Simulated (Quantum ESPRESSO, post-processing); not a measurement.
# Nb(100), 5 layers: test of the smearing, part 4 of 4

Which setting serves for Nb(100), 5 layers? The runs below step through one kind of setting.

Quantum ESPRESSO 7.5; plane-wave DFT, PBE, SSSP efficiency pseudopotentials.

So far. Step 9 (SCF with pw.x: fd smearing, 0.01 Ry): Counted from each run's own zero (the Fermi level), the vacuum level differs from the first run's by +18 meV.

### 10. Self-consistent run: fd smearing, 0.03 Ry

c8.in reads:

```
&control
  prefix = 'c8'
  outdir = './out'
  pseudo_dir = './pseudo'
  calculation = 'scf'
  tprnfor = .true.
/
&system
  ibrav = 0
  nat = 5
  ntyp = 1
  ecutwfc = 45
  ecutrho = 360
  occupations = 'smearing'
  smearing = 'fd'
  degauss = 0.03
  assume_isolated = 'esm'
  esm_bc = 'bc1'
/
&electrons
  conv_thr = 1e-07
  mixing_beta = 0.4
  electron_maxstep = 120
  mixing_mode = 'local-TF'
/
ATOMIC_SPECIES
  Nb  92.9064  Nb.pbe-spn-kjpaw_psl.0.3.0.UPF
CELL_PARAMETERS angstrom
  3.30000000000000 0.00000000000000 0.00000000000000
  0.00000000000000 3.30000000000000 0.00000000000000
  0.00000000000000 0.00000000000000 22.60000000000000
ATOMIC_POSITIONS crystal
  Nb  0.000000000000 0.000000000000 -0.146017699115
  Nb  0.500000000000 0.500000000000 -0.073008849558
  Nb  0.000000000000 0.000000000000 0.000000000000
  Nb  0.500000000000 0.500000000000 0.073008849558
  Nb  0.000000000000 0.000000000000 0.146017699115
K_POINTS automatic
  12 12 1 0 0 0
```

The run is started by

```bash
OMP_NUM_THREADS=1 mpirun -n 4 pw.x -nk 4 -in c8.in > c8.out
```

The program printed:

```text
[banner, memory and clock lines left out]
Program PWSCF v.7.5 starts
[...]
Message from routine setup:
[...]
number of electrons       =        65.00
     number of Kohn-Sham states=           40
     kinetic-energy cutoff     =      45.0000  Ry
     charge density cutoff     =     360.0000  Ry
[...]
number of k points=    28  Fermi-Dirac smearing, width (Ry)=  0.0300
[...]
Dense  grid:   191669 G-vectors     FFT dimensions: (  40,  40, 270)
[...]
negative rho (up, down):  1.202E-03 0.000E+00
     Starting wfcs are   50 randomized atomic wfcs
[...]
negative rho (up, down):  1.739E-04 0.000E+00
[...]
estimated scf accuracy    <       3.50038028 Ry
[...]
negative rho (up, down):  6.410E-06 0.000E+00
[...]
estimated scf accuracy    <       1.27424911 Ry
[...]
negative rho (up, down):  5.243E-06 0.000E+00
[...]
estimated scf accuracy    <       0.15676321 Ry
[...]
negative rho (up, down):  2.252E-06 0.000E+00
[...]
estimated scf accuracy    <       1.46364142 Ry
[...]
negative rho (up, down):  1.417E-06 0.000E+00
[...]
estimated scf accuracy    <       0.87195584 Ry
[...]
negative rho (up, down):  1.299E-06 0.000E+00
[...]
estimated scf accuracy    <       0.04546726 Ry
[...]
negative rho (up, down):  7.478E-07 0.000E+00
[...]
estimated scf accuracy    <       0.04321022 Ry
[...]
negative rho (up, down):  7.717E-07 0.000E+00
[...]
estimated scf accuracy    <       0.11073980 Ry
[...]
negative rho (up, down):  1.688E-05 0.000E+00
[...]
estimated scf accuracy    <       0.10473127 Ry
[...]
negative rho (up, down):  2.259E-05 0.000E+00
[...]
estimated scf accuracy    <       0.17145100 Ry
[...]
negative rho (up, down):  3.218E-05 0.000E+00
[...]
estimated scf accuracy    <       0.21923582 Ry
[...]
negative rho (up, down):  2.876E-05 0.000E+00
[...]
estimated scf accuracy    <       0.28319787 Ry
[...]
negative rho (up, down):  1.870E-04 0.000E+00
[...]
estimated scf accuracy    <       0.05345519 Ry
[...]
negative rho (up, down):  1.199E-03 0.000E+00
[...]
estimated scf accuracy    <       0.00371227 Ry
[...]
negative rho (up, down):  1.490E-04 0.000E+00
[...]
estimated scf accuracy    <       1.09294734 Ry
[...]
negative rho (up, down):  4.235E-04 0.000E+00
[...]
estimated scf accuracy    <       0.12196224 Ry
[...]
negative rho (up, down):  3.088E-04 0.000E+00
[...]
estimated scf accuracy    <       0.08575812 Ry
[...]
negative rho (up, down):  5.970E-04 0.000E+00
[...]
estimated scf accuracy    <       0.02265212 Ry
[...]
negative rho (up, down):  8.273E-04 0.000E+00
[...]
estimated scf accuracy    <       0.00092136 Ry
[...]
negative rho (up, down):  7.624E-04 0.000E+00
[...]
estimated scf accuracy    <       0.00351385 Ry
[...]
negative rho (up, down):  9.062E-04 0.000E+00
[...]
estimated scf accuracy    <       0.00341165 Ry
[...]
negative rho (up, down):  5.318E-04 0.000E+00
[...]
estimated scf accuracy    <       0.00406706 Ry
[...]
negative rho (up, down):  4.954E-04 0.000E+00
[...]
estimated scf accuracy    <       0.00037274 Ry
[...]
negative rho (up, down):  7.770E-04 0.000E+00
[...]
estimated scf accuracy    <       0.00284056 Ry
[...]
negative rho (up, down):  1.050E-03 0.000E+00
[...]
estimated scf accuracy    <       0.00088699 Ry
[...]
negative rho (up, down):  1.203E-03 0.000E+00
[...]
estimated scf accuracy    <       0.00016968 Ry
[...]
negative rho (up, down):  1.226E-03 0.000E+00
[...]
estimated scf accuracy    <       0.00024705 Ry
[...]
negative rho (up, down):  1.213E-03 0.000E+00
[...]
estimated scf accuracy    <       0.00002528 Ry
[...]
negative rho (up, down):  1.165E-03 0.000E+00
[...]
estimated scf accuracy    <       0.00000381 Ry
[...]
negative rho (up, down):  1.180E-03 0.000E+00
[...]
estimated scf accuracy    <       0.00001854 Ry
[...]
negative rho (up, down):  1.154E-03 0.000E+00
[...]
estimated scf accuracy    <       0.00002096 Ry
[...]
negative rho (up, down):  1.197E-03 0.000E+00
[...]
estimated scf accuracy    <       0.00000491 Ry
[...]
negative rho (up, down):  1.101E-03 0.000E+00
[...]
estimated scf accuracy    <       0.00000825 Ry
[...]
negative rho (up, down):  1.076E-03 0.000E+00
[...]
estimated scf accuracy    <       0.00001322 Ry
[...]
negative rho (up, down):  1.081E-03 0.000E+00
[...]
estimated scf accuracy    <       0.00000074 Ry
[...]
negative rho (up, down):  1.102E-03 0.000E+00
[...]
estimated scf accuracy    <       0.00000314 Ry
[...]
negative rho (up, down):  1.179E-03 0.000E+00
[...]
estimated scf accuracy    <       0.00000015 Ry
[...]
negative rho (up, down):  1.183E-03 0.000E+00
[...]
estimated scf accuracy    <       0.00000114 Ry
[...]
negative rho (up, down):  1.191E-03 0.000E+00
[...]
estimated scf accuracy    <       0.00000091 Ry
[...]
negative rho (up, down):  1.201E-03 0.000E+00
[...]
the Fermi energy is    -3.8722 ev
!    total energy              =   -1671.21895738 Ry
[...]
estimated scf accuracy    <       0.00000006 Ry
     smearing contrib. (-TS)   =      -0.27124479 Ry
     internal energy E=F+TS    =   -1670.94771258 Ry
[...]
one-electron contribution =    6979.88136654 Ry
     hartree contribution      =   -3501.27129168 Ry
     xc contribution           =    -144.23859037 Ry
     ewald contribution        =   -3962.87092952 Ry
[...]
convergence has been achieved in  40 iterations
     negative rho (up, down):  1.201E-03 0.000E+00
[...]
Total force =     0.052644     Total SCF correction =     0.000717
[...]
```

The job ended after 4.4 min (4 MPI ranks of Arm Neoverse V2, shared host; peak memory 1.2 GiB; 18 min of CPU time).

Numbers from this step:

| Item | Value |
| --- | --- |
| free energy | -22738.0923 eV |
| energy at zero smearing | -22736.2470 eV |
| Fermi energy | -3.872 eV |
| vacuum line at the lower end of the cell, over the Fermi level | 3.872 eV |
| vacuum line at the upper end of the cell, over the Fermi level | 3.872 eV |

The program's own clock; routines nest. Time by routine:

```csv
routine,wall time (s),calls
PWSCF,262.2,1
electrons,258.8,1
c_bands,199.8,40
cegterg,176.2,288
h_psi,114,3326
fftw,94.43,92668
vloc_psi,90.17,3326
sum_band,22.46,40
calbec,14.65,3634
mix_rho,13.72,40
add_vuspsi,11.95,3326
s_psi,11.77,3326
h_psi:calbec,11.57,3326
PAW_pot,10.3,41
```

Counted from each run's own zero (the Fermi level), the vacuum level differs from the first run's by +160 meV.

### 11. The series side by side

All levels:

```csv
level,vacuum level over the Fermi level (eV),its change from the first (meV),energy from the first (meV an atom),SCF iterations,wall time (s),peak memory (GiB),CPU time (s)
"mv smearing, 0.01 Ry",3.712,0,0,55,272.8,1.2,1091
"mv smearing, 0.02 Ry",3.717,4.7,0.04944,36,191.6,0.94,765.8
"mv smearing, 0.04 Ry",3.701,-11,-1.852,36,186.5,1.1,745.3
"mp smearing, 0.02 Ry",3.733,21,1.396,34,182.4,1.2,729.2
"gaussian smearing, 0.01 Ry",3.72,7.6,0.5731,41,212.9,1.2,851.1
"gaussian smearing, 0.03 Ry",3.734,21.7,0.5351,48,269.1,1.2,1076
"fd smearing, 0.002 Ry",3.693,-18.7,0.5839,49,251.6,1.2,1006
"fd smearing, 0.01 Ry",3.73,18.2,0.7651,53,257.8,1.2,1031
"fd smearing, 0.03 Ry",3.872,160.2,-14.43,40,262.7,1.2,1050
```

### 12. What came out

```yaml
vacuum_level_over_the_fermi_level_mv_smearing_0p01_ry: 3.712 eV
widest_smearing_within_20_mev_of_the_first: mv smearing, 0.04 Ry: -11 meV
setting_with_the_largest_shift_of_the_level: fd smearing, 0.03 Ry: +160 meV
```

What this shows: The widest smearing within 20 meV of the first is mv smearing, 0.04 Ry: -11 meV. Over the series the energy moves by up to 14.4 meV an atom and the vacuum level by up to 160 meV. Energies are compared after the usual extrapolation to zero width for Gaussian and Fermi-Dirac smearing, and as printed for mv and mp. The mesh was not varied: narrow widths need more k-points than wide ones, so they want a mesh test of their own. Equal degauss is not equal width: Fermi-Dirac tails reach much further, and 0.03 Ry is an electron temperature of 4,700 K, which shifts the chemical potential and the surface dipole. The cost is much the same throughout. The times come from a shared host and are rough. Peak memory is sampled during the run and can miss the peak. The geometry is as built, not relaxed.

[Logs are printed without paths, hosts, clocks, repeated set-up lines and the standing remarks that a program may print on its own settings, such as how far it seeks lower states.]

[Hosts, paths, dates, database ids (printed as entryN), source tags and the programs' standing remarks are cut or masked in the printed files.]

[Maps of the electrostatic potential energy from Ansatz leave out the sawtooth potential of an applied field or a dipole correction, so their vacuum need not be flat; planar profiles and work functions include it.]
